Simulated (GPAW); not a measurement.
# Core-hole calculation of the Sn K edge in TlSn (P4/mmm), part 3 of 3

What does one-electron theory with a core hole give for the Sn K edge of TlSn (P4/mmm)?

GPAW 26.7.0; X-ray absorption from dipole matrix elements to empty bands, plane-wave PAW LDA.

So far. Step 5 (Spectrum with XCH, Sn atom 2): Main maxima below 28 eV (height): 3.8 eV (1.22) and 20.0 eV (1.08).  Step 6 (Spectrum with FCH, Sn atom 2): Against the first run the r.m.s. difference is 1 %. The highest intensity below 24 eV goes from 3.8 eV (1.22) to 4.0 eV (1.23).

**8. Spectrum with XCH, Sn atom 2**

A smaller cell brings the holes closer; here they are 5.1 Å apart.

Changed against the first core-hole run: supercell atoms from 8 to 4; the field's mesh follows (4×4×4 to 5×5×5).

xas.py

```python
import numpy as np
from ase import Atoms
from ase.parallel import parprint, paropen
from gpaw import GPAW, PW, FermiDirac, Mixer, MixerDif, setup_paths
from gpaw.test import gen
setup_paths.insert(0, '.')
gen('Sn', name='fch1s', xcname='LDA', corehole=(1, 0, 1), write_xml=True)
from gpaw.mpi import world
world.barrier()

atoms = Atoms('Tl2Sn2',
    cell=[[-3.61472987, 3.61472987, 0],
     [-3.61472987, -3.61472987, 0],
     [3.61472987, 0, 4.375]],
    scaled_positions=[[0, 0, 0],
     [0.5, 0.5, 0],
     [0.25, 0.75, 0.5],
     [0.75, 0.25, 0.5]],
    pbc=True)
atoms.calc = calc = GPAW(legacy_gpaw=True, mode=PW(430, force_complex_dtype=True), xc='LDA', setups={2: 'fch1s'},
    kpts={'size': (5, 5, 5), 'gamma': True}, occupations=FermiDirac(0.1),
    charge=-1, mixer=Mixer(0.1, 5, 50), maxiter=150,
    convergence={'density': 0.0001, 'eigenstates': 1e-6}, txt='scf.txt')
energy = atoms.get_potential_energy() + calc.get_reference_energy()
ef = calc.get_fermi_level()
out = dict(energy=energy, fermi=ef, forces=atoms.get_forces().tolist())
parprint(f'all-electron energy {energy:.4f} eV, Fermi level {ef:.4f} eV')
ev = np.array([[calc.get_eigenvalues(k, s) for k in range(len(calc.get_ibz_k_points()))] for s in range(calc.get_number_of_spins())])
out['homo'], out['lumo'], out['counts'] = ev[ev < ef].max(), ev[ev > ef].min(), sorted(set((ev < ef).sum((0, 2)).tolist()))
out['filled'] = (ev[:, 0] < ef).sum(1).tolist()

from ase.units import Ha
from gpaw.xas import dipole_matrix_elements
nb = int(calc.get_number_of_electrons() / 2) + 71
top, nb = nb, nb + 8 + nb // 12
nscf = calc.fixed_density(kpts={'size': (5, 5, 5), 'gamma': True}, nbands=nb,
    convergence={'bands': top, 'eigenstates': 5e-3}, maxiter=60, txt='nscf.txt')
cell = atoms.cell.array
ops = [cell.T @ U.T @ np.linalg.inv(cell.T) for U in nscf.wfs.kd.symmetry.op_scc]
E = np.arange(-6, 34, 0.1)
fwhm = np.interp(E, [4, 25], [8.49, 8.49])
Y, X, zero, highest = 0, 0, 1e9, 1e9
for spin in range(nscf.get_number_of_spins()):
    wfs = nscf.wfs
    mine = wfs.bd.get_slice()  # this rank's bands
    A = dipole_matrix_elements(wfs.setups[2])
    eps = np.zeros((wfs.kd.nibzkpts, nb))
    d = np.zeros((3, A.shape[1], wfs.kd.nibzkpts, nb), complex)
    for kpt in wfs.kpt_u:
        if kpt.s == spin and 2 in kpt.P_ani:
            eps[kpt.k, mine] = kpt.eps_n * Ha
            d[:, :, kpt.k, mine] = (kpt.weight * wfs.nspins / 2) ** 0.5 * np.inner(A, kpt.P_ani[2])
    world.sum(eps)
    world.sum(d)
    T = np.einsum('amkn,bmkn->abkn', d, d.conj()).real
    T = sum(np.einsum('ai,ijkn,bj->abkn', R, T, R) for R in ops) / len(ops)
    empty = eps > ef
    zero, highest = min(zero, eps[empty].min()), min(highest, eps[:, top - 1].min())
    lines = [(eps, T, empty)] if spin == 0 else lines + [(eps, T, empty)]
for eps, T, empty in lines:
    f = np.einsum('aakn->akn', T).reshape(3, -1)
    x = eps.ravel() - zero
    w = np.interp(x, E, fwhm) / 2.35482
    g = np.exp(-0.5 * ((E[:, None] - x) / w) ** 2) / (w * (2 * np.pi) ** 0.5)
    Y = Y + (f * empty.ravel()) @ g.T
    X = X + (f * ~empty.ravel()) @ g.T
out.update(E=E.round(2).tolist(), xas=Y.tolist(), xes=X.tolist(), zero=zero, valid=highest - zero, nk=len(eps), nb=nb)
for i in range(0, len(E), 10):
    parprint(f'{E[i]:7.2f}', *(f'{v:10.3e}' for v in Y[:, i]))
import json
with paropen('out.json', 'w') as f:
    json.dump(out, f)
```

Run with:

```bash
> OMP_NUM_THREADS=1 mpirun -n 4 gpaw python xas.py
```

Numbers of over 12 decimals in the logs are rounded to 6 here.

Log:

```text
Input parameters:
  charge: -1
  convergence: {density: 0.0001,
                eigenstates: 1e-06}
  kpts: {gamma: True,
         size: (5, 5, 5)}
  maxiter: 150
  mixer: {backend: pulay,
          beta: 0.1,
          method: separate,
          nmaxold: 5,
          weight: 50}
  mode: {ecut: 430.0,
         force_complex_dtype: True,
         name: pw}
  occupations: {fixmagmom: False,
[...]
warnings.warn('Using symmetrized grid: ({},{},{}).\n'.format(*N_c))
<dir> UserWarning: Initial realspace grid (25,25,28) inconsistent with symmetries.
  warnings.warn(
<dir> UserWarning: Using symmetrized grid: (28,28,28).

  warnings.warn('Using symmetrized grid: ({},{},{}).\n'.format(*N_c))
all-electron energy -1405986.4299 eV, Fermi level 6.7647 eV
[...]
32.00  1.306e-08  1.306e-08  1.259e-08
  33.00  1.287e-08  1.287e-08  1.232e-08
[key lines of the parts left out:]
Converged after 13 iterations.
Dipole moment: (-0.000000, -0.125385, -0.000000) |e|*Ang
Free energy:    -24.141170
Fermi level: 6.76475
```

It took 24 s on 4 MPI ranks of Intel Xeon Platinum 8488C (Sapphire Rapids), shared host; peak memory 0.27 GiB.

| E (eV) | first run | this run |
| --- | --- | --- |
| -2.0 | 0.54 | 0.60 |
| -1.0 | 0.71 | 0.77 |
| 0.0 | 0.88 | 0.94 |
| 1.0 | 1.03 | 1.08 |
| 2.0 | 1.14 | 1.18 |
| 3.0 | 1.21 | 1.22 |
| 4.0 | 1.22 | 1.22 |
| 5.0 | 1.19 | 1.18 |
| 6.0 | 1.13 | 1.11 |
| 7.0 | 1.05 | 1.03 |
| 8.0 | 0.97 | 0.95 |
| 9.0 | 0.90 | 0.88 |
| 10.0 | 0.85 | 0.83 |
| 11.0 | 0.82 | 0.81 |
| 12.0 | 0.81 | 0.80 |
| 13.0 | 0.83 | 0.82 |
| 14.0 | 0.86 | 0.86 |
| 15.0 | 0.91 | 0.91 |
| 16.0 | 0.96 | 0.96 |
| 17.0 | 1.01 | 1.01 |
| 18.0 | 1.05 | 1.05 |
| 19.0 | 1.08 | 1.07 |
| 20.0 | 1.08 | 1.08 |
| 21.0 | 1.07 | 1.06 |
| 22.0 | 1.05 | 1.04 |
| 23.0 | 1.02 | 1.00 |
| 24.0 | 0.98 | 0.96 |
| 25.0 | 0.95 | 0.93 |
| 26.0 | 0.91 | 0.90 |
| 27.0 | 0.88 | 0.87 |
| 28.0 | 0.86 | 0.85 |
| 29.0 | 0.83 | 0.83 |
| 30.0 | 0.81 | 0.81 |
| 31.0 | 0.79 | 0.80 |
| 32.0 | 0.77 | 0.78 |

Against the first run the r.m.s. difference is 2 %. The highest intensity below 24 eV goes from 3.8 eV (1.22) to 3.4 eV (1.23).

The photon energy of the zero moves by +0.16 eV.

**9. Spectrum with XCH, Sn atom 2**

A test of how far the result depends on this setting.

Changed against the first core-hole run: k-point spacing of the spectrum to 0.612.

Edit xas.py of step 8 so:

```diff
@@ -10,13 +10,17 @@
 
-atoms = Atoms('Tl2Sn2',
-    cell=[[-3.61472987, 3.61472987, 0],
-     [-3.61472987, -3.61472987, 0],
-     [3.61472987, 0, 4.375]],
+atoms = Atoms('Tl4Sn4',
+    cell=[[3.61472987, 3.61472987, 4.375],
+     [-3.61472987, 3.61472987, -4.375],
+     [-3.61472987, 3.61472987, 4.375]],
     scaled_positions=[[0, 0, 0],
      [0.5, 0.5, 0],
-     [0.25, 0.75, 0.5],
-     [0.75, 0.25, 0.5]],
+     [0, 0.5, 0.5],
+     [0.5, 0, 0.5],
+     [0.5, 0, 0],
+     [0, 0.5, 0],
+     [0.5, 0.5, 0.5],
+     [0, 0, 0.5]],
     pbc=True)
-atoms.calc = calc = GPAW(legacy_gpaw=True, mode=PW(430, force_complex_dtype=True), xc='LDA', setups={2: 'fch1s'},
-    kpts={'size': (5, 5, 5), 'gamma': True}, occupations=FermiDirac(0.1),
+atoms.calc = calc = GPAW(legacy_gpaw=True, mode=PW(430, force_complex_dtype=True), xc='LDA', setups={4: 'fch1s'},
+    kpts={'size': (4, 4, 4), 'gamma': True}, occupations=FermiDirac(0.1),
     charge=-1, mixer=Mixer(0.1, 5, 50), maxiter=150,
@@ -33,5 +37,5 @@
 from gpaw.xas import dipole_matrix_elements
-nb = int(calc.get_number_of_electrons() / 2) + 71
+nb = int(calc.get_number_of_electrons() / 2) + 139
 top, nb = nb, nb + 8 + nb // 12
-nscf = calc.fixed_density(kpts={'size': (5, 5, 5), 'gamma': True}, nbands=nb,
+nscf = calc.fixed_density(kpts={'size': (3, 3, 3), 'gamma': True}, nbands=nb,
     convergence={'bands': top, 'eigenstates': 5e-3}, maxiter=60, txt='nscf.txt')
@@ -45,3 +49,3 @@
     mine = wfs.bd.get_slice()  # this rank's bands
-    A = dipole_matrix_elements(wfs.setups[2])
+    A = dipole_matrix_elements(wfs.setups[4])
     eps = np.zeros((wfs.kd.nibzkpts, nb))
@@ -49,5 +53,5 @@
     for kpt in wfs.kpt_u:
-        if kpt.s == spin and 2 in kpt.P_ani:
+        if kpt.s == spin and 4 in kpt.P_ani:
             eps[kpt.k, mine] = kpt.eps_n * Ha
-            d[:, :, kpt.k, mine] = (kpt.weight * wfs.nspins / 2) ** 0.5 * np.inner(A, kpt.P_ani[2])
+            d[:, :, kpt.k, mine] = (kpt.weight * wfs.nspins / 2) ** 0.5 * np.inner(A, kpt.P_ani[4])
     world.sum(eps)
```

Log:

```text
Input parameters:
  charge: -1
  convergence: {density: 0.0001,
                eigenstates: 1e-06}
  kpts: {gamma: True,
         size: (4, 4, 4)}
  maxiter: 150
  mixer: {backend: pulay,
          beta: 0.1,
          method: separate,
          nmaxold: 5,
          weight: 50}
  mode: {ecut: 430.0,
         force_complex_dtype: True,
         name: pw}
  occupations: {fixmagmom: False,
[...]
*d    :    -0.556882
--------------------------------

Diagonalizing with gridspacing h=0.050

state   all-electron     PAW
-------------------------------
5s:      -0.761474    -0.762236
5p:      -0.450294    -0.451667
4d:      -1.556882    -1.557625
*f:                   -0.025424
-------------------------------
all-electron energy -2841228.6957 eV, Fermi level 6.6093 eV
[...]
32.00  1.286e-08  1.286e-08  1.224e-08
  33.00  1.246e-08  1.246e-08  1.194e-08
[key lines of the parts left out:]
Converged after 15 iterations.
Dipole moment: (0.000000, -0.000000, 0.000000) |e|*Ang
Free energy:    -39.586340
Fermi level: 6.60927
```

Run time: 85 s. Hardware: 4 MPI ranks; peak memory 0.38 GiB.

These settings depart from the first run's and aren't meant as converged.

The scaled spectrum changes by 3 % r.m.s. The highest intensity below 24 eV goes from 3.8 eV (1.22) to 3.6 eV (1.25).

| E (eV) | first run | this run |
| --- | --- | --- |
| -2.0 | 0.54 | 0.60 |
| -0.5 | 0.79 | 0.86 |
| 1.0 | 1.03 | 1.09 |
| 2.5 | 1.18 | 1.22 |
| 4.0 | 1.22 | 1.24 |
| 5.5 | 1.16 | 1.17 |
| 7.0 | 1.05 | 1.04 |
| 8.5 | 0.93 | 0.92 |
| 10.0 | 0.85 | 0.83 |
| 11.5 | 0.81 | 0.80 |
| 13.0 | 0.83 | 0.81 |
| 14.5 | 0.88 | 0.87 |
| 16.0 | 0.96 | 0.94 |
| 17.5 | 1.03 | 1.01 |
| 19.0 | 1.08 | 1.06 |
| 20.5 | 1.08 | 1.06 |
| 22.0 | 1.05 | 1.03 |
| 23.5 | 1.00 | 0.98 |
| 25.0 | 0.95 | 0.93 |
| 26.5 | 0.90 | 0.88 |
| 28.0 | 0.86 | 0.84 |
| 29.5 | 0.82 | 0.81 |
| 31.0 | 0.79 | 0.78 |

**10. With and without the hole**

Both curves are counted from their own zero, so only the shift of weight within the empty states shows.

| E (eV) | no hole | XCH |
| --- | --- | --- |
| -2.0 | 0.52 | 0.54 |
| -1.0 | 0.69 | 0.71 |
| 0.0 | 0.86 | 0.88 |
| 1.0 | 1.02 | 1.03 |
| 2.0 | 1.15 | 1.14 |
| 3.0 | 1.23 | 1.21 |
| 4.0 | 1.27 | 1.22 |
| 5.0 | 1.25 | 1.19 |
| 6.0 | 1.20 | 1.13 |
| 7.0 | 1.13 | 1.05 |
| 8.0 | 1.04 | 0.97 |
| 9.0 | 0.95 | 0.90 |
| 10.0 | 0.88 | 0.85 |
| 11.0 | 0.83 | 0.82 |
| 12.0 | 0.80 | 0.81 |
| 13.0 | 0.79 | 0.83 |
| 14.0 | 0.81 | 0.86 |
| 15.0 | 0.84 | 0.91 |
| 16.0 | 0.89 | 0.96 |
| 17.0 | 0.94 | 1.01 |
| 18.0 | 0.98 | 1.05 |
| 19.0 | 1.02 | 1.08 |
| 20.0 | 1.04 | 1.08 |
| 21.0 | 1.04 | 1.07 |
| 22.0 | 1.03 | 1.05 |
| 23.0 | 1.01 | 1.02 |
| 24.0 | 0.98 | 0.98 |
| 25.0 | 0.95 | 0.95 |
| 26.0 | 0.92 | 0.91 |
| 27.0 | 0.88 | 0.88 |
| 28.0 | 0.85 | 0.86 |
| 29.0 | 0.81 | 0.83 |

With each curve scaled to its own mean, the area from −2 to 6 eV with the hole is 8.2 against 8.4, and the centre of weight from −1 to 20 eV moves by +0.2 eV (first and strongest maxima below 20 eV: 4.2 eV (1.27) without the hole, 3.8 eV (1.22) with it), a small effect on these measures.

**11. What came out**

```yaml
absorber_and_edge: Sn K, atom 2 of the ground-state input (counted from 1)
surroundings: 8 Tl at 3.36 Å and 4 Sn at 3.61 Å (distorted cuboctahedral, site symmetry 4/mmm)
highest_intensity_below_24_ev: 3.8 eV above the zero, height 1.22
```

In words: The Sn K edge of atom 2, with 8 Tl at 3.36 Å and 4 Sn at 3.61 Å (distorted cuboctahedral, site symmetry 4/mmm), has its highest intensity of the first 24 eV at 3.8 eV above the zero, 1.2 times the mean level of the first 20 eV (Gaussian full width 8.49 eV). With each curve scaled to its own mean, the area from −2 to 6 eV with the hole is 8.2 against 8.4, and the centre of weight from −1 to 20 eV moves by +0.2 eV (first and strongest maxima below 20 eV: 4.2 eV (1.27) without the hole, 3.8 eV (1.22) with it), a small effect on these measures. Changing the core hole to FCH alters the shape by 1 % r.m.s., so the result is insensitive to this choice. Changing the supercell atoms from 8 to 4 alters the shape by 2 % r.m.s., so this setting is converged. The script folds with a Gaussian, whereas the core hole's own line is a Lorentzian, so the onset is too steep and the first peak too high. The structure is a published determination, not relaxed.

[Banner, clock and machine lines of the logs are left out without a mark of their own.]

[Logs are printed without paths, hosts, clocks, repeated set-up lines and the standing remarks that a program may print on its own settings, such as how far it seeks lower states.]

[Hosts, paths, dates, database ids (printed as entryN), source tags and the programs' standing remarks are cut or masked in the printed files.]

[Lists of maxima count a maximum above −3 eV only where it reaches 4 % of the highest in the window and stands out from its surroundings by 2 % of it (1.5 % where it reaches 55 %); shoulders and weaker maxima are passed over, and of the rest the first, up to two pre-edge ones and the few strongest are named.]
